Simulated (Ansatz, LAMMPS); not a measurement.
# Glassy 39BaO-61TiO2 (mol %) (94 atoms): geometry optimisation, part 3 of 3

Wanted: the relaxed structure of glassy 39BaO-61TiO2 (mol %) (94 atoms) and its electronic structure.

Ansatz 0.2.0; Kohn-Sham DFT, PBE, PAW (set soft_2), plane waves.

The cell: 14 Ba, 22 Ti and 58 O. The quench rate of 50 K/ps far exceeds what a furnace or splat quench reaches. The network of bonds at the start is that of the classical potential that made the cell. The Brillouin zone is sampled at Γ only, in a cell whose shortest periodic width is 11 Å. The levels lack spin–orbit coupling.

So far, density (g/cm³): step 5 (structure statistics after relaxation) 4.34.

## (6) Single point at the relaxed geometry

The electronic structure is read at the final geometry, in a run of its own.

input.yaml reads:

```yaml
crystal:
  lattice:
    - [11.43341, 0.0, 0.0]
    - [0.0, 11.43341, 0.0]
    - [0.0, 0.0, 11.43341]
  atoms:
    - { symbol: Ba, position: [0.28176, 0.92561, 0.86456] }
    - { symbol: Ba, position: [0.5709, 0.47734, 0.82018] }
    - { symbol: Ba, position: [0.83458, 0.30071, 0.68693] }
    - { symbol: Ba, position: [0.87245, 0.97388, 0.48956] }
    - { symbol: Ba, position: [0.34125, 0.27772, 0.9498] }
    - { symbol: Ba, position: [0.17451, 0.98155, 0.31312] }
    - { symbol: Ba, position: [0.19406, 0.15547, 0.59307] }
    - { symbol: Ba, position: [0.9842, 0.8195, 0.06341] }
    - { symbol: Ba, position: [0.68954, 0.76793, 0.64479] }
    - { symbol: Ba, position: [0.42379, 0.37211, 0.50805] }
    - { symbol: Ba, position: [0.02042, 0.46234, 0.13563] }
    - { symbol: Ba, position: [0.6386, 0.81413, 0.29683] }
    - { symbol: Ba, position: [0.75913, 0.49037, 0.34657] }
    - { symbol: Ba, position: [0.29054, 0.6461, 0.28453] }
    - { symbol: Ti, position: [0.99176, 0.71014, 0.39684] }
    - { symbol: Ti, position: [0.44555, 0.97349, 0.48397] }
    - { symbol: Ti, position: [0.04345, 0.16572, 0.04105] }
    - { symbol: Ti, position: [0.49925, 0.47199, 0.16189] }
    - { symbol: Ti, position: [0.39928, 0.69621, 0.59082] }
    - { symbol: Ti, position: [0.52436, 0.18064, 0.73763] }
    - { symbol: Ti, position: [0.1622, 0.42124, 0.74117] }
    - { symbol: Ti, position: [0.26568, 0.63122, 0.95103] }
    - { symbol: Ti, position: [0.77734, 0.57964, 0.01446] }
    - { symbol: Ti, position: [0.0813, 0.47671, 0.46427] }
    - { symbol: Ti, position: [0.63201, 0.15732, 0.49871] }
    - { symbol: Ti, position: [0.78981, 0.02539, 0.1422] }
    - { symbol: Ti, position: [0.93054, 0.2479, 0.39983] }
    - { symbol: Ti, position: [0.77584, 0.25945, 0.96276] }
    - { symbol: Ti, position: [0.92169, 0.59645, 0.77856] }
    - { symbol: Ti, position: [0.54863, 0.78863, 0.96178] }
    - { symbol: Ti, position: [0.25047, 0.30401, 0.26299] }
    - { symbol: Ti, position: [0.11038, 0.79198, 0.63013] }
    - { symbol: Ti, position: [0.98101, 0.03275, 0.7871] }
    - { symbol: Ti, position: [0.7322, 0.99918, 0.83758] }
    - { symbol: Ti, position: [0.59808, 0.20795, 0.20762] }
    - { symbol: Ti, position: [0.44242, 0.00303, 0.16175] }
    - { symbol: O, position: [0.60779, 0.8747, 0.84204] }
    - { symbol: O, position: [0.79687, 0.18648, 0.46796] }
    - { symbol: O, position: [0.7697, 0.42746, 0.96594] }
    - { symbol: O, position: [0.73699, 0.196, 0.1006] }
    - { symbol: O, position: [0.19158, 0.40793, 0.58082] }
    - { symbol: O, position: [0.29516, 0.96871, 0.51456] }
    - { symbol: O, position: [0.10402, 0.63113, 0.50772] }
    - { symbol: O, position: [0.40443, 0.72921, 0.93082] }
    - { symbol: O, position: [0.43673, 0.31444, 0.73654] }
    - { symbol: O, position: [0.1617, 0.74435, 0.93541] }
    - { symbol: O, position: [0.434, 0.09856, 0.83315] }
    - { symbol: O, position: [0.16578, 0.24515, 0.1292] }
    - { symbol: O, position: [0.89675, 0.32137, 0.2694] }
    - { symbol: O, position: [0.37796, 0.40058, 0.24719] }
    - { symbol: O, position: [0.17543, 0.27902, 0.79231] }
    - { symbol: O, position: [0.81688, 0.60077, 0.16062] }
    - { symbol: O, position: [0.62382, 0.37516, 0.19339] }
    - { symbol: O, position: [0.64697, 0.25163, 0.86578] }
    - { symbol: O, position: [0.63598, 0.04672, 0.21563] }
    - { symbol: O, position: [0.08304, 0.0635, 0.91854] }
    - { symbol: O, position: [0.56977, 0.22592, 0.36791] }
    - { symbol: O, position: [0.98324, 0.71667, 0.697] }
    - { symbol: O, position: [0.76733, 0.9467, 0.00836] }
    - { symbol: O, position: [0.96044, 0.06995, 0.13166] }
    - { symbol: O, position: [0.28065, 0.20676, 0.3745] }
    - { symbol: O, position: [0.5125, 0.6372, 0.67879] }
    - { symbol: O, position: [0.62708, 0.28563, 0.60096] }
    - { symbol: O, position: [0.63632, 0.99417, 0.47276] }
    - { symbol: O, position: [0.83597, 0.73707, 0.4333] }
    - { symbol: O, position: [0.09692, 0.92942, 0.71999] }
    - { symbol: O, position: [0.84502, 0.12564, 0.87124] }
    - { symbol: O, position: [0.06835, 0.76307, 0.266] }
    - { symbol: O, position: [0.37417, 0.59107, 0.48055] }
    - { symbol: O, position: [0.83155, 0.91749, 0.24504] }
    - { symbol: O, position: [0.22522, 0.5683, 0.08819] }
    - { symbol: O, position: [0.06073, 0.84846, 0.48828] }
    - { symbol: O, position: [0.78084, 0.56653, 0.72327] }
    - { symbol: O, position: [0.45854, 0.46602, 0.01185] }
    - { symbol: O, position: [0.48736, 0.81782, 0.52196] }
    - { symbol: O, position: [0.95156, 0.28345, 0.99608] }
    - { symbol: O, position: [0.00444, 0.46117, 0.75869] }
    - { symbol: O, position: [0.52348, 0.87579, 0.09347] }
    [... 10 atom lines left out ...]
    - { symbol: O, position: [0.42494, 0.95851, 0.3166] }
    - { symbol: O, position: [0.03237, 0.12774, 0.40482] }
    - { symbol: O, position: [0.26311, 0.75318, 0.66674] }
    - { symbol: O, position: [0.52444, 0.61023, 0.23299] }
    - { symbol: O, position: [0.97459, 0.55037, 0.35385] }
    - { symbol: O, position: [0.25338, 0.51355, 0.83612] }
kpoints:
  mp_grid: { grid: [1, 1, 1] }
hamiltonian:
  xc: pbe
scf:
  occupations: { method: fixed }
output:
  forces: true
  stress: true
  populations: true
  dos:
    method: { smearing: { sigma: 0.1 } }
    de: 0.1
    projected: { site_lists: { Ba: [Ba], O: [O], Ti: [Ti] } }
  eigenvalues: true
  write_density: true
  write_potential: true
  volumetric_format: npy
  elf: true
```

On the command line:

```
$ ansatz run input.yaml --threads 4 --pin off --max-ram 8192MiB --backend cpu --events-out ev --progress --plain --runs-dir out
```

Numbers of over 12 decimals in the logs are rounded to 6 here.

Log:

```text
[...]
Crystal: 94 atoms, lattice volume = 1494.608 Å³
Basis set: ecut = 420 eV, 29279 PW (Γ), exchange–correlation on 160×160×160 points (8 copies of the dense FFT grid, shifted against one another)
Bands: 470, of which v1, the nominal top of the filled ones, is band 376 counted from 1 (375 counted from 0)
Symmetry: 1 space group operations
[...]
k-points: 1
[...]
SCF iter   1: F=—  HF=-171336.197221 eV  |F-HF|=—  |Δ(HF+E_count)|=         —  Δρ=3.61e-3  dr2=1.92e-1  ethr=1.77e-3  ⟨swp⟩=5.0  Hψ=1661  notcnv=0  defer=90
[...]
SCF iter  11: F=-171336.188804 eV  HF=-171336.188804 eV  |F-HF|=6.50e-8  |Δ(HF+E_count)|=   1.57e-7  Δρ=2.18e-6  dr2=9.60e-8  ethr=1.33e-11  ⟨swp⟩=17.0  Hψ=4525  notcnv=0
SCF 1 converged in 11 iterations: F = -171336.188804 eV  dr2 = 9.60e-8
[...]
SCF converged after 11 iterations
Free energy (F): -171336.188804 eV
[...]
Internal energy: -171336.188804 eV  (E = F + TS)
E sigma→0 (E₀):  -171336.188804 eV
Fermi energy:    6.656577 eV
[...]
--- Forces (eV/Å), atoms counted from 1 ---
  atom   1  Ba     0.00000463     0.00633600     0.00148431
  atom   2  Ba     0.00674698    -0.00560382    -0.00098275
  atom   3  Ba    -0.01401412    -0.00174170     0.01048340
  atom   4  Ba     0.00527194    -0.00554621    -0.00411753
  atom   5  Ba    -0.00167161     0.00411885    -0.00872220
  atom   6  Ba     0.00598925    -0.00540129    -0.00050976
  atom   7  Ba    -0.00762751    -0.00994720    -0.00336204
  atom   8  Ba    -0.02290465     0.01716360     0.00411939
  atom   9  Ba    -0.00112101    -0.01828448     0.00539208
  atom  10  Ba     0.00855370    -0.00155381     0.00965398
  atom  11  Ba     0.00920917     0.00332958    -0.00251173
  atom  12  Ba     0.00970213    -0.00743563     0.00720187
  atom  13  Ba    -0.00710381     0.01061370     0.00717038
  atom  14  Ba    -0.00580833     0.00266858     0.01004629
[...]
atom  93  O     -0.00137967     0.00643596    -0.00131007
  atom  94  O     -0.00619046     0.00342789     0.00147983
  max |Σ_I F_I| component: 8.05e-5 eV/Å
--- Stress (GPa, compression-positive) ---
        1.101930      -0.322743      -0.696157
       -0.322743       1.075275      -1.027989
       -0.696157      -1.027989       1.361175
  P = ⅓ Tr σ = 1.1795 GPa (11.795 kbar)
--- Band table (eV) ---
[...]
--- Löwdin populations: 94 sites ---
  site symbol       q [e]
     0     Ba      8.2266
     1     Ba      8.2278
     2     Ba      8.2205
[...]
93      O      6.7355
  spilling = 0.007476 (of n_electrons = 752.000000)
```

It took 22 s on 4 threads of Intel Xeon 6975P-C (Granite Rapids), shared host; peak memory 2.3 GiB; 78 s of CPU time.

Numbers from this run:

```
free energy                                      : -171336.1888 eV
free energy per atom                             : -1822.7254 eV/atom
SCF cycles                                       : 11
pressure                                         : 1.179 GPa
r.m.s. force component                           : 0.00825 eV/Å
longest force                                    : 0.03109 eV/Å
Fermi energy                                     : 6.657 eV
gap (highest filled to lowest empty level) : 2.714 eV
spilling of the projection                       : 0.007476
```

Löwdin charges by element and coordination (they lack the spilled electrons, 0.060 e an atom on average):

```
element  coordination  atoms  mean charge (e)  spread   least    most
     Ba           all     14             1.78  0.0057    1.77    1.79
     Ba             7      4             1.78  0.0063    1.77    1.79
     Ba             8      9             1.77  0.0044    1.77    1.78
     Ba             9      1             1.78       0    1.78    1.78
      O           all     58           -0.801   0.079  -0.967  -0.647
      O             3     26           -0.776  0.0776  -0.917  -0.647
      O             4     28            -0.81  0.0682  -0.964  -0.704
      O             5      4           -0.897  0.0693  -0.967  -0.783
     Ti           all     22             1.24  0.0346    1.17    1.30
     Ti             4     10             1.22  0.0333    1.17    1.27
     Ti             5     11             1.25   0.026    1.22    1.30
     Ti             6      1             1.22       0    1.22    1.22
```

States in the cell by windows of 1 eV, zero at the Fermi level; the larger projections on atomic orbitals stand beside the total:

```
from (eV)  to (eV)  total   O p  Ti d
      -10       -9    8.0   0.3   0.0
       -9       -5    0.0   0.0   0.0
       -5       -4    9.1   6.4   2.0
       -4       -3   90.5  65.3  20.0
       -3       -2   86.5  67.8  13.5
       -2       -1  100.3  86.4   8.6
       -1        0   60.0  55.1   2.4
        0        1    1.5   1.4   0.0
        1        2    0.0   0.0   0.0
        2        3    7.0   0.7   5.9
        3        4   59.5   8.1  46.4
        4        5   77.0  13.8  50.9
```

With fixed occupations the program's Fermi level is the highest filled level; weight inside the gap is the broadening of levels at its edges.

Between -26 and -10 eV lie 220 more states.

About 178 of the 752 electrons lie in deeper levels, below the stored range.

The levels nearest the highest filled one (over half full), pooled over k-points and spins:

```
level less the highest filled one (eV)  occupation
                                -0.453           2
                                -0.440           2
                                -0.384           2
                                -0.300           2
                                -0.208           2
                                     0           2
                                  2.71           0
                                  2.84           0
                                  2.88           0
                                  2.95           0
                                  3.04           0
                                  3.06           0
```

ELF in the bc plane at fractional x = 0.632, with atoms of Ba and Ti and O within 0.2 Å of it. It is the smooth field of the valence electrons, not physical close to the nuclei.

Ten even steps from '0' (0.00) to '9' (0.88), each cell a mean:
```
00000123442000000158858721100000
00001478886100222127988511145420
00001688798215888512575203788861
00001588787238999951011016987971
13441158884149999951000014899851
58885102321027999620000111256511
89897200111002564100002687411003
78997213677410000000016999972003
24552137889851000000027999983000
10000138758963000000026999851011
64126544889852000000003565310267
88354263356420000000000010001698
58446463011000000000000000002796
88413333431000122100000012211489
64201478863000244210001589974136
00001588862000233200003898689500
45531134321221111001104982049711
99972244215887310013212895379515
95683567528879730123310489996228
98872466338768840012100024421016
67741122127898620000000000011002
12110121102454200000111000232100
00000222100000000025777410111000
00000000000000000148989720000000
```
Columns run along b (11.4 Å), rows up along c (11.4 Å). Atoms in or near the plane, at fractional coordinates: Ba at (0.81, 0.30), Ti at (0.16, 0.50), O at (0.38, 0.19), O at (0.25, 0.87), O at (0.05, 0.22), O at (0.29, 0.60), O at (0.99, 0.47), O at (0.66, 0.97).

Electrostatic potential energy in the bc plane at fractional x = 0.632, with atoms of Ba and Ti and O within 0.2 Å of it. With pseudopotentials it is smooth inside the atoms' cores, unlike the true potential.

Ten even steps from '0' (-32 eV) to '9' (13 eV), each cell a mean:
```
99999999999999999996000666689999
99999998789999888898535877789999
88999971028987655789999988854788
78899961028985212579999999600288
88999997689975212478999999843688
97678889999987545689999888999999
94127889999998878899998655789999
97458999989999999999986312478999
99999998314999999999985211368999
99987785001899999999986423578999
99852136436999999999988777889999
25620004899999999999999888999973
02630014899999999999999999999940
36864357999999888899999888889973
99998887899998888889998865457899
99999987899999888899998620014799
99999888899999888999998410002689
63477533589878999999998510003689
10046200266103899999999753246898
51266211375002899999999988788999
98998655789657999999999999999999
99999988999999999999999999999999
99999999999999999999999998999999
99999999999999999998424887789999
```
Columns run along b (11.4 Å; values clipped at the 3rd and 97th percentile), rows up along c (11.4 Å). Atoms in or near the plane, at fractional coordinates: Ba at (0.81, 0.30), Ti at (0.16, 0.50), O at (0.38, 0.19), O at (0.25, 0.87), O at (0.05, 0.22), O at (0.29, 0.60), O at (0.99, 0.47), O at (0.66, 0.97).

Mean Löwdin charges: Ba +1.78, O -0.80, Ti +1.24 e (they miss 0.75 % of the electrons, so they add up to more than the cell's charge). The largest share in the top eV of filled states is O p (94 % of the projected weight), and in the lowest eV of empty states Ti d (84 % of the projected weight).

Local excerpt of 14 atoms (numbers count through the whole input) about Ba9, one of the 14 Ba atoms; x, y, z are measured from there.

```
atom      x      y      z  distance (Å)  bonds  Löwdin charge (e)
 Ba9   0.00   0.00   0.00          0.00      8               1.78
 O62  -2.02  -1.49   0.39          2.55      3              -0.91
 O73   1.04  -2.30   0.90          2.68      4              -0.86
 O37  -0.93   1.22   2.26          2.73      3              -0.76
 O75  -2.31   0.57  -1.40          2.76      4              -0.79
 O87   1.86   1.78   1.36          2.92      4              -0.70
 O65   1.67  -0.35  -2.42          2.96      5              -0.97
 O64  -0.61   2.59  -1.97          3.31      5              -0.91
 O58   3.36  -0.59   0.60          3.46      3              -0.65
Ti19  -3.32  -0.82  -0.62          3.47      4               1.23
Ti34   0.49   2.64   2.20          3.48      5               1.26
 O88  -0.24   3.49   0.79          3.59      3              -0.71
 Ba4   2.09   2.35  -1.77          3.61      8               1.77
Ti29   2.65  -1.96   1.53          3.64      4               1.23
```

The column of bonds counts only the pairs O-Ti within 2.64 Å, O-Ba within 3.48 Å; other neighbours, such as metal atoms beside each other in a compound, aren't counted, and periodic images can show an atom twice.

## (7) Outcome

* energy change in the relaxation: -71.17 meV/atom
* r.m.s. displacement: 0.479 Å
* largest displacement: 1.538 Å
* free energy per atom: -1822.7254 eV/atom
* pressure: 1.179 GPa
* r.m.s. force component: 0.00825 eV/Å
* gap (highest filled to lowest empty level): 2.714 eV
* wall time of the 3 DFT runs: 6.1 min

**Reading.** Relaxation lowers the energy by 71.2 meV/atom and moves atoms by 0.48 Å r.m.s.; the r.m.s. force component goes from 0.81 to 0.0083 eV/Å, the pressure goes from 3.6 to 1.2 GPa, and the gap from 1.84 to 2.71 eV. By the final cutoffs 18 of 212 bonded pairs parted and 16 joined. First to last step the energy falls by 6.690 eV; the largest move, 1.54 Å, is that of O69. The O-Ba bonds change most in mean length: from 2.946 Å (spread 0.208) to 2.847 Å (spread 0.231), and their number from 113 to 109. With the cutoffs above, 64 % of Ba atoms have 8, 48 % of O atoms have 4 and 50 % of Ti atoms have 5 bonded neighbours. Between filled and empty levels lie 2.71 eV (at Γ alone); a semilocal functional tends to put such gaps too low. In a disordered cell it changes from sample to sample, and tail or defect levels can set it.

**Limits.** The starting topology of bonds comes from the classical model; in DFT 18 of its 212 bonded pairs passed out of the cutoffs and 16 came within them.

[Logs are printed without paths, hosts, clocks, repeated set-up lines and the standing remarks that a program may print on its own settings, such as how far it seeks lower states.]

[Hosts, paths, dates, database ids (printed as entryN), source tags and the programs' standing remarks are cut or masked in the printed files.]
